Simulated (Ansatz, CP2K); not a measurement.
**H-capped GaAs nanowire along [112] (60 atoms) in other programs, against a plane-wave reference**

How near do other programs and methods come to a plane-wave reference for H-capped GaAs nanowire along [112] (60 atoms)? A plane-wave run serves as the reference.

Method: Kohn-Sham DFT, PBE, PAW, plane waves, in Ansatz 0.2.0.

### Step 1. The structure

The cell holds 60 atoms: 18 Ga, 18 As and 24 H. Cell: a = 21.541 Å, b = 19.423 Å, c = 6.923 Å, α = 90.0°, β = 90.0°, γ = 90.0°. It derives from GaAs (zinc-blende). Square section of size parameter 5.53 Å cut from zinc-blende GaAs (a = 5.653 Å) along [112], 1 period, broken bonds capped with H, 9 Å of vacuum Then every atom was moved at random, 0.05 Å r.m.s. a Cartesian component (hydrogen 0.6 of that). Regions: wire, 36 atoms (18 Ga and 18 As); hydrogen, 24 atoms (24 H). Vacuum lies along a and b. The structure's axis is c.

### Step 2. Reference: Ansatz, plane waves

The PAW files are the set soft_2.

input.yaml

```yaml
crystal:
  lattice:
    - [21.54066, 0.0, 0.0]
    - [0.0, 19.42346, 0.0]
    - [0.0, 0.0, 6.92348]
  atoms:
    - { symbol: Ga, position: [0.35941, 0.64822, 0.16269] }
    - { symbol: As, position: [0.36323, 0.68586, 0.50249] }
    - { symbol: Ga, position: [0.26726, 0.31894, 0.00268] }
    - { symbol: As, position: [0.26647, 0.35338, 0.33877] }
    [... 50 atom lines left out ...]
    - { symbol: H, position: [0.6403, 0.76729, 0.00042] }
    - { symbol: H, position: [0.7314, 0.22919, 0.50871] }
    - { symbol: H, position: [0.79347, 0.33606, 0.39867] }
    - { symbol: H, position: [0.78911, 0.33036, 0.94028] }
    - { symbol: H, position: [0.78906, 0.50461, 0.72724] }
    - { symbol: H, position: [0.78792, 0.49621, 0.25924] }
kpoints:
  mp_grid: { grid: [1, 1, 1] }
hamiltonian:
  xc: pbe
scf:
  occupations: { method: fermi_dirac, width: 0.05 }
output:
  forces: true
  eigenvalues: true
  populations: true
```

Run with:

```bash
$ ansatz run input.yaml --threads 4 --pin off --max-ram 8192MiB --backend cpu --events-out ev --progress --plain --runs-dir out
```

Output:

```text
[...]
Pseudopotentials: kind: paw
Pseudopotential: Ga, paw, valence charge 13, recommended cutoff 420 eV (normal), Ga.paw.azcp
Pseudopotential: As, paw, valence charge 15, recommended cutoff 420 eV (normal), As.paw.azcp
Pseudopotential: H, paw, valence charge 1, recommended cutoff 420 eV (normal), H.paw.azcp
[... 5 lines on functional and potentials left out ...]
Crystal: 60 atoms, lattice volume = 2896.744 Å³
Basis set: ecut = 420 eV, 56701 PW (Γ), exchange–correlation on 288×270×96 points (8 copies of the dense FFT grid, shifted against one another)
Bands: 324, of which v1, the nominal top of the filled ones, is band 264 counted from 1 (263 counted from 0)
Symmetry: 1 space group operations
Space group: P1 (ITA 1), of the structure as read, at distance tolerance 1.4e-4 Å
k-points: 1
[... 7 lines on functional and potentials left out ...]
Initial density: superposition of atomic densities (neutral atoms: chi_scale 0, normalization atom), corrected by the library's trained network
Initial wavefunctions: pseudopotential atomic-orbital guess
[...]
SCF iter   1: F=—  HF=-155886.016364 eV  |F-HF|=—  |Δ(HF+E_count)|=         —  Δρ=3.05e-3  dr2=3.30e0  ethr=1.77e-3  ⟨swp⟩=6.0  Hψ=1221  notcnv=0  defer=25
preconditioner: auto → Resta (q_TF=auto, 2.054 Å⁻¹)  ε∞=1.8  [insulator: Δε(μ)=2.069 eV  Ē_g=13.987 eV  σ=0.050 eV  W_gap=1.00  n_scr=434 (ndim 8)  ℏωp=12.9 eV  f_vac=0.630  D(μ)=0.00/eV (n_scr^D=0)  ε∞_Penn≈1.8  vacuum switching on, ρ_ref=1.4e-2 e/Å³]
[...]
SCF iter  10: F=—  HF=-155885.233493 eV  |F-HF|=—  |Δ(HF+E_count)|=   4.21e-7  Δρ=1.30e-6  dr2=2.04e-7  ethr=1.77e-10  ⟨swp⟩=2.0  Hψ=453  notcnv=0  defer=46
SCF iter  11: F=-155885.233493 eV  HF=-155885.233493 eV  |F-HF|=6.26e-9  |Δ(HF+E_count)|=   2.13e-8  Δρ=6.74e-7  dr2=2.55e-8  ethr=1.89e-11  ⟨swp⟩=16.0  Hψ=1610  notcnv=0
SCF 1 converged in 11 iterations: F = -155885.233493 eV  dr2 = 2.55e-8
[...]
SCF converged after 11 iterations
Free energy (F): -155885.233493 eV
Harris-Foulkes:  -155885.233493 eV  (|F-HF|=6.26e-9)
Internal energy: -155885.233368 eV  (E = F + TS)
E sigma→0 (E₀):  -155885.233431 eV
Entropy (-TS):   -0.000125 eV (-0.002 meV/atom)
Fermi energy:    -0.541445 eV
--- Per-component energies (eV) ---
[...]
Σ components = -155885.233493   (vs F -155885.233493, Δ=0.00e0)
--- Forces (eV/Å), atoms counted from 1 ---
  atom   1  Ga     1.70023927    -0.95566726     0.42828086
  atom   2  As    -0.24471037     2.01346311    -1.01115617
  atom   3  Ga    -0.23237166    -2.12646538     0.29614299
  atom   4  As     0.86317772     1.40452800    -0.40913097
[...]
atom  60  H      0.36412508    -0.07757677     0.30978688
  max |Σ_I F_I| component: 9.27e-5 eV/Å
--- Band table (eV) ---
  k-point 0: bands = ["-37.8894", "-37.8663", "-37.8126", "-37.7974", [... 308 levels ...], "3.9076", "3.9279", "3.9753", "4.0564", "4.0890", "4.1228", "4.1939", "4.2559", "4.2902", "4.3594", "4.3712", "4.4143"]
--- Löwdin populations: 60 sites ---
  site symbol       q [e]
     0     Ga     12.9558
     1     As     14.8995
     2     Ga     12.9726
[...]
59      H      0.9266
  spilling = 0.003253 (of n_electrons = 528.000000)
```

Wall time 37 s (4 threads of Arm Neoverse V1, shared host); peak memory 2.9 GiB.

Numbers from this run:

```yaml
free_energy: -155885.2335 eV
free_energy_per_atom: -2598.0872 eV/atom
scf_cycles: 11
r_m_s_force_component: 0.9422 eV/Å
longest_force: 4.089 eV/Å
fermi_energy: -0.5414 eV
spacing_of_highest_filled_and_lowest_empty_level: 0.977 eV
spilling_of_the_projection: 0.003253
```

Length of the force by element and coordination:

```
element  coordination  atoms  mean length of the force (eV/Å)  spread   least  most
     As           all     18                             1.68   0.840   0.246  4.09
     Ga           all     18                             1.61   0.861   0.208  3.82
      H           all     24                             1.06   0.608  0.0982  2.60
```

Löwdin charges by element and coordination (they lack the spilled electrons, 0.029 e an atom on average):

```
element  coordination  atoms  mean charge (e)  spread    least    most
     As           all     18           0.0553  0.0729  -0.0385   0.235
     Ga           all     18           0.0559  0.0279   0.0083   0.113
      H           all     24          -0.0118  0.0698   -0.113  0.0887
```

Charge against the make-up of the first shell:

```
Ga neighbours of As  atoms  mean charge (e)
                  2      2            0.209
                  3      8            0.085
                  4      8           -0.013
```

By region:

```
  region  atoms  mean length of the force (eV/Å)
    wire     36                             1.65
hydrogen     24                             1.06
```

The levels nearest the highest filled one (over half full), pooled over k-points and spins:

```
level less the highest filled one (eV)  occupation
                                -0.842           2
                                -0.693           2
                                -0.472           2
                                -0.273           2
                                -0.214           2
                                     0           2
                                 0.977           0
                                  1.55           0
                                  1.61           0
                                  1.98           0
                                  2.03           0
                                  2.15           0
```

### Step 3. Local order

Normalised to the volume that the atoms fill. Pair distribution functions g(r), in bins of 0.2 Å:

```
r (Å)  total   H-H  H-As  H-Ga  As-As  As-Ga  Ga-Ga
 1.40   1.18  0.00  2.77  2.15   0.00   0.00   0.00
 1.60   1.42  0.00  3.23  2.72   0.00   0.00   0.00
 1.80   0.18  0.00  0.00  0.74   0.00   0.00   0.00
 2.00   0.00  0.00  0.00  0.00   0.00   0.00   0.00
 2.20   0.11  0.00  0.00  0.00   0.00   0.60   0.00
 2.40   2.04  0.29  0.00  0.00   0.00  11.10   0.00
 2.60   0.87  0.81  0.00  0.00   0.00   4.09   0.00
 2.80   0.00  0.00  0.00  0.00   0.00   0.00   0.00
 3.00   0.00  0.00  0.00  0.00   0.00   0.00   0.00
 3.20   1.14  1.72  1.44  2.14   0.00   0.00   0.00
 3.40   0.80  0.00  1.99  1.35   0.00   0.00   0.00
 3.60   0.06  0.39  0.00  0.00   0.00   0.00   0.00
 3.80   0.58  1.96  0.00  0.00   1.04   0.00   1.90
 4.00   2.95  3.85  0.43  0.43  12.16   0.00  11.40
 4.20   1.19  0.00  2.10  1.91   1.28   0.00   1.26
 4.40   0.63  0.18  1.11  1.28   0.00   0.16   0.00
 4.60   1.02  0.25  0.00  0.00   0.00   5.48   0.00
 4.80   0.71  0.23  0.10  0.00   0.00   3.58   0.00
 5.00   0.16  0.00  0.23  0.37   0.00   0.06   0.00
 5.20   0.61  0.00  1.42  1.12   0.00   0.00   0.00
 5.40   0.43  0.06  0.73  0.97   0.10   0.00   0.00
 5.60   0.53  0.89  0.00  0.00   2.08   0.00   2.27
 5.80   0.16  0.37  0.00  0.00   0.57   0.05   0.47
 6.00   0.59  0.00  0.65  0.94   0.00   1.15   0.00
 6.20   0.75  0.00  0.37  0.09   0.00   3.56   0.00
 6.40   0.34  0.56  0.51  0.51   0.00   0.04   0.00
 6.60   0.64  0.36  1.19  1.21   0.00   0.00   0.00
 6.80   0.65  0.68  0.28  0.31   2.07   0.00   2.41
```

Bonds by pair of elements; cutoffs follow the first minimum of g(r), held within bounds set by covalent radii, and pairs that aren't listed don't count as bonded:

```
pair A-B  cutoff (Å)  bonds  mean length (Å)  spread (Å)  shortest (Å)  B about A  A about B
    H-As        1.88     12             1.53       0.081          1.40        0.5      0.667
    H-Ga        2.17     12             1.59       0.101          1.48        0.5      0.667
   As-Ga        2.98     60             2.44       0.079          2.25       3.33       3.33
```

How many atoms have how many bonded neighbours:

```
element  mean   1   4
     As     4   0  18
     Ga     4   0  18
      H     1  24   0
```

### Step 4. The ladder

The programs:
- CP2K 2026.2: Gaussian basis with GTH pseudopotentials and a plane-wave density; labels give functional, basis (MOLOPT sets; SR short-range, UZH the newer set with its own potentials), grid cutoff/relative cutoff and solver (OT: orbital transformation; TRS4, TC2, SIGN: linear-scaling purification with its sparsity filter), or its built-in tight binding.

All use the same cell and atoms; the electronic-structure runs use the same k-mesh, and an electronic temperature of 580 K (0.05 eV) where levels are smeared.

Differences are against the plane-wave reference, forces as r.m.s. over components; share is that over the reference's r.m.s. force, slope the least-squares factor from reference forces to these. Total energies of different programs have different zeros and aren't compared.

```
                                                 run  Δ force, r.m.s. (meV/Å)  share (%)  slope  Δ gap (eV)  cores  CPU time  memory (GiB)
                                           reference                        -          -      -           -      4   2.3 min           2.9
CP2K PBE, DZVP-MOLOPT-SR, 800/60 Ry, diagonalisation                     71.4       7.58  1.064     -0.0136      1    11 min            10
      CP2K PBE, DZVP-UZH, 800/60 Ry, diagonalisation                     35.5       3.77  1.024     -0.0314      1    19 min            10
     CP2K PBE, TZV2P-UZH, 800/60 Ry, diagonalisation                     21.4       2.27  1.010     -0.0155      1    21 min            10
```

CPU time is summed over cores on a shared host, where runs went side by side, so it is rough. Symmetry, cutoffs, thresholds, outputs and thread counts weren't matched or tuned between programs; memory under MPI is the largest rank's times the ranks.

Runs without a result: CP2K GFN1-xTB, diagonalisation (not converged, the SCF not settling).

Mean charges by element (e), by run and scheme:

```
                                                 run     scheme     Ga     As      H
                                           reference     Löwdin  +0.06  +0.06  -0.01
CP2K PBE, DZVP-MOLOPT-SR, 800/60 Ry, diagonalisation   Mulliken  +0.11  -0.25  +0.11
CP2K PBE, DZVP-MOLOPT-SR, 800/60 Ry, diagonalisation  Hirshfeld  +0.14  -0.06  -0.06
      CP2K PBE, DZVP-UZH, 800/60 Ry, diagonalisation   Mulliken  +0.15  -0.12  -0.02
      CP2K PBE, DZVP-UZH, 800/60 Ry, diagonalisation  Hirshfeld  +0.14  -0.06  -0.06
     CP2K PBE, TZV2P-UZH, 800/60 Ry, diagonalisation   Mulliken  -0.22  +0.34  -0.09
     CP2K PBE, TZV2P-UZH, 800/60 Ry, diagonalisation  Hirshfeld  +0.14  -0.06  -0.06
```

The reference's Löwdin charges lack the electrons that the projection spills, 0.029 e an atom on average.

### Step 5. What came out

| Property | Result |
| --- | --- |
| reference r.m.s. force component | 0.942 eV/Å |
| nearest in forces | CP2K PBE, TZV2P-UZH, 800/60 Ry, diagonalisation, 2.3 % |
| farthest in forces | CP2K PBE, DZVP-MOLOPT-SR, 800/60 Ry, diagonalisation, 7.6 % |
| cheapest electronic-structure run beside the reference | CP2K PBE, DZVP-MOLOPT-SR, 800/60 Ry, diagonalisation, 11 min of CPU time |

**Reading.** The PBE runs in local orbitals differ by 2.3 % (CP2K PBE, TZV2P-UZH, 800/60 Ry, diagonalisation) to 7.6 % (CP2K PBE, DZVP-MOLOPT-SR, 800/60 Ry, diagonalisation); basis, grid and potentials can all enter. None of the electronic-structure runs in the table takes under half the reference's CPU time of 2.3 min; they take 4.7 to 8.9 times as much. At the same functional, gaps differ from the reference's 0.977 eV by between -0.03 and -0.01 eV. These are spacings on the run's k-points, which needn't hold the band edges. Charges hang on scheme and program or settings: among these rows the mean for As runs from -0.25 to +0.34 e, even in sign. In the reference: filled and empty levels are parted by 0.977 eV at Γ alone; the mesh holds the band edges only if they fold onto it, so the gap at this level can be narrower or closed, and states at the surface or the caps may set it. In the reference: mean Löwdin charges: As +0.06, Ga +0.06, H -0.01 e (they miss 0.33 % of the electrons, so they add up to more than the cell's charge). The potentials hold different valence shells: 528 electrons in the reference, 348 in CP2K with TZV2P-UZH; this bears on time and differences. Caps of real hydrogen don't mimic the fractional bonds of a polar compound, so surface states and strained caps may belong to the model. The electronic-structure runs sample only Γ, in a cell whose periodic width is 7 Å.

[Long decimals in the printed logs are rounded to 6 places.]

[Also dropped from logs without a mark: lines with file paths, logging warnings of Python, QE's lines on negative density and diagonalisation, SIESTA's first energy breakdown, zero terms and Voronoi charges.]

[Logs are printed without paths, hosts, clocks, repeated set-up lines and the standing remarks that a program may print on its own settings, such as how far it seeks lower states.]

[Hosts, paths, dates, database ids (printed as entryN), source tags and the programs' standing remarks are cut or masked in the printed files.]

[Not all failed runs are listed: runs killed by the host, ended in a Python traceback or in CONQUEST's support-function errors, and SIESTA runs with faulty potentials for Cu, Fe, Ni or Zn are left out.]
